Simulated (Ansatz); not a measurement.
# Nb wire along [110], 11 atoms a period: bands along the axis, part 2 of 2

Wanted: the relaxed geometry and the bands of the Nb wire along [110], 11 atoms a period.

Ansatz 0.2.0; DFT PBE, plane waves, PAW; relaxation of a wire's period; PAW set soft_1 (the session's first sound run).

So far: Set-up; Relaxation of atoms and period.

## (2) Relaxation of atoms and period (continued)

Step by step:

| step | energy less that of the first step (eV) | largest force component (eV/Å) | pressure (GPa) | volume (Å³) |
| --- | --- | --- | --- | --- |
| 1 | 0.0000 | 2.8652 | -5.65 | 721.23 |
| 2 | -2.6119 | 1.0997 | -1.88 | 702.75 |
| 3 | -2.3842 | 2.0167 | 1.22 | 677.91 |
| 4 | -2.9470 | 0.2136 | -0.19 | 688.59 |
| 5 | -2.9598 | 0.1218 | 0.02 | 683.16 |
| 6 | -2.9634 | 0.0425 | -0.03 | 683.29 |
| 7 | -2.9646 | 0.0328 | -0.02 | 681.52 |
| 8 | -2.9649 | 0.0044 | -0.03 | 680.80 |
| 9* | -2.9636 | 0.0045 | -0.03 | 680.80 |

Relaxation steps marked * repeat the geometry before them on a plane-wave basis chosen anew for their cell, so energy and pressure can jump there. Relaxation step 3 was tried and not accepted.

The run keeps the 8 symmetry operations that it works with, so distortions that break them were not tested.

```
cell as run  before  after  change
      c (Å)   4.681  4.419  -5.6 %
```

The atoms that moved most (Å, along periodic axes as changes of fractional coordinates times the final cell, across vacuum about the mean position):

| atom | dx | dy | dz | length |
| --- | --- | --- | --- | --- |
| Nb2 | 0.048 | -0.240 | 0.000 | 0.245 |
| Nb4 | -0.048 | -0.240 | 0.000 | 0.245 |
| Nb11 | -0.048 | 0.240 | 0.000 | 0.245 |
| Nb10 | 0.048 | 0.240 | 0.000 | 0.245 |
| Nb5 | -0.216 | 0.000 | 0.000 | 0.216 |
| Nb1 | 0.216 | 0.000 | 0.000 | 0.216 |
| Nb6 | 0.045 | 0.000 | 0.000 | 0.045 |
| Nb9 | -0.045 | 0.000 | 0.000 | 0.045 |

Numbers from this step:

| Item | Value |
| --- | --- |
| energy at zero smearing | -50060.4202 eV |
| cell length along the wire | 4.419 Å |

The cell's length comes to 4.419 Å with spin left out.

## (3) The perfect wire

This step: DFT PBE, plane waves, PAW; bands of a perfect wire; PAW set soft_1 (Ansatz 0.2.0).

At the relaxed period the bands are computed along the axis; those that cross an energy going forward count the channels that a perfect wire would open there.

Contents of input.yaml:

```yaml
crystal:
  lattice:
    - [13.42, 0.0, 0.0]
    - [0.0, 11.481, 0.0]
    - [0.0, 0.0, 4.4186567337]
  atoms:
    - { symbol: Nb, position: [0.269469366, 0.500002042, 0.0] }
    - { symbol: Nb, position: [0.380245491, 0.682954631, 0.0] }
    - { symbol: Nb, position: [0.5, 0.500002042, 0.0] }
    - { symbol: Nb, position: [0.619754509, 0.682954631, 0.0] }
    - { symbol: Nb, position: [0.730530634, 0.500002042, 0.0] }
    - { symbol: Nb, position: [0.379994613, 0.500002042, 0.5] }
    - { symbol: Nb, position: [0.5, 0.295383223, 0.5] }
    - { symbol: Nb, position: [0.5, 0.704620861, 0.5] }
    - { symbol: Nb, position: [0.620005387, 0.500002042, 0.5] }
    - { symbol: Nb, position: [0.380245491, 0.317049453, 0.0] }
    - { symbol: Nb, position: [0.619754509, 0.317049453, 0.0] }
kpoints:
  mp_grid: { grid: [1, 1, 19] }
  band_path: { path: ["Γ", Z], npoints: 90 }
scf:
  occupations: { method: fermi_dirac, width: 0.05 }
hamiltonian:
  xc: pbe
  pseudopotentials: { kind: paw, azcp: { folder: soft_1 } }
output:
  dos: { e_range: [-5, 4] }
  write_potential: true
  write_density: true
  volumetric_format: npy
```

On the command line:

```
> ansatz run input.yaml --threads 4 --pin off --max-ram 16384MiB --backend cpu --events-out ev --progress --plain --runs-dir out
```

Numbers of over 12 decimals in the logs are rounded to 6 here.

Output:

```text
[...]
Crystal: 11 atoms, lattice volume = 680.805 Å³
Basis set: ecut = 420 eV, 13353 PW (Γ)
Bands: 86, of which v1, the nominal top of the filled ones, is band 72 counted from 1 (71 counted from 0)
Symmetry: 8 space group operations
[...]
k-points: 10 of 19
[...]
SCF iter   1: F=—  HF=-50076.817622 eV  |F-HF|=—  |Δ(HF+E_count)|=         —  Δρ=5.12e-2  dr2=1.06e2  ethr=3.10e-3  ⟨swp⟩=10.8  Hψ=4237  notcnv=0
[...]
SCF iter  13: F=-50060.464668 eV  HF=-50060.464668 eV  |F-HF|=9.81e-9  |Δ(HF+E_count)|=   6.45e-8  Δρ=1.22e-6  dr2=2.60e-8  ethr=6.99e-11  ⟨swp⟩=12.1  Hψ=2934  notcnv=0
SCF 1 converged in 13 iterations: F = -50060.464668 eV  dr2 = 2.60e-8
[...]
NSCF: frozen V_eff on 91 k-points
WARN: The output density's exchange-correlation potential varies sharply where the density is thin. Do not read a vacuum level from v_tot or v_xc, or from such a field of the output density. On a cell that repeats whose density bears no net charge and no dipole along the vacuum's axis use v_es (v_loc + v_h of the components); under efield.dipole_correction with no amplitude use v_es + v_field, which holds any externa [...]
SCF converged after 13 iterations
Free energy (F): -50060.464668 eV
[...]
Internal energy: -50060.379219 eV  (E = F + TS)
E sigma→0 (E₀):  -50060.421943 eV
Entropy (-TS):   -0.085449 eV (-7.768 meV/atom)
Fermi energy:    3.003234 eV
[...]
--- Band table (eV; the first three rows and the last of 10) ---
  k-point 0: bands = [... 68 lower, 2.0441, 2.6449, 2.8926, 2.9222, 3.0367, 3.0493, 3.4207, 3.6911, ... 10 higher]
  k-point 1: bands = [... 68 lower, 2.1669, 2.6530, 2.8651, 2.8898, 3.0638, 3.0904, 3.4520, 3.7010, ... 10 higher]
  k-point 2: bands = [... 68 lower, 2.4634, 2.7058, 2.7884, 2.8108, 3.1353, 3.1776, 3.5347, 3.7146, ... 10 higher]
  k-point 9: bands = [... 68 lower, 2.2544, 2.4285, 2.7947, 2.9684, 3.2296, 3.5545, 3.5576, 3.5645, ... 10 higher]
```

It took 68 s on 4 threads of Arm Neoverse V1, shared host; peak memory 2.9 GiB.

The column dr2 measures how far the density is from self-consistency, as an energy; F and HF (Harris–Foulkes) agree once it is small.

This step gave:

- energy at zero smearing: -50060.4219 eV
- band gap: 0 eV

The electronic bands at the labelled points (eV, zero at the Fermi level):

```csv
point,band 69,band 70,band 71,band 72,band 73,band 74,band 75,band 76
Γ,-0.96,-0.36,-0.11,-0.08,0.03,0.05,0.42,0.69
halfway,-0.55,-0.33,0.04,0.20,0.29,0.42,0.48,0.78
Z,-0.74,-0.58,-0.22,-0.03,0.23,0.52,0.54,0.56
```

Between Γ and Z the bands cross the Fermi level 4 times, so a perfect wire would conduct at least 4 G₀, with spin left out.

## (4) Summary of results

| Quantity | Value |
| --- | --- |
| cell length, PBE | 4.419 Å |
| ballistic conductance by band crossings, a lower bound, PBE | 4 G₀ |

Under PBE the cell's length is 4.42 Å, and the bands cross the Fermi level 4 times between Γ and Z, which gives a perfect wire at least 4 G₀ (opposite crossings within one step of the path cancel in such a count). No spin was allowed, though thin wires with open d shells can turn magnetic.

[Logs are printed without paths, hosts, clocks, repeated set-up lines and the standing remarks that a program may print on its own settings, such as how far it seeks lower states.]

[Hosts, paths, dates, database ids (printed as entryN), source tags and the programs' standing remarks are cut or masked in the printed files.]
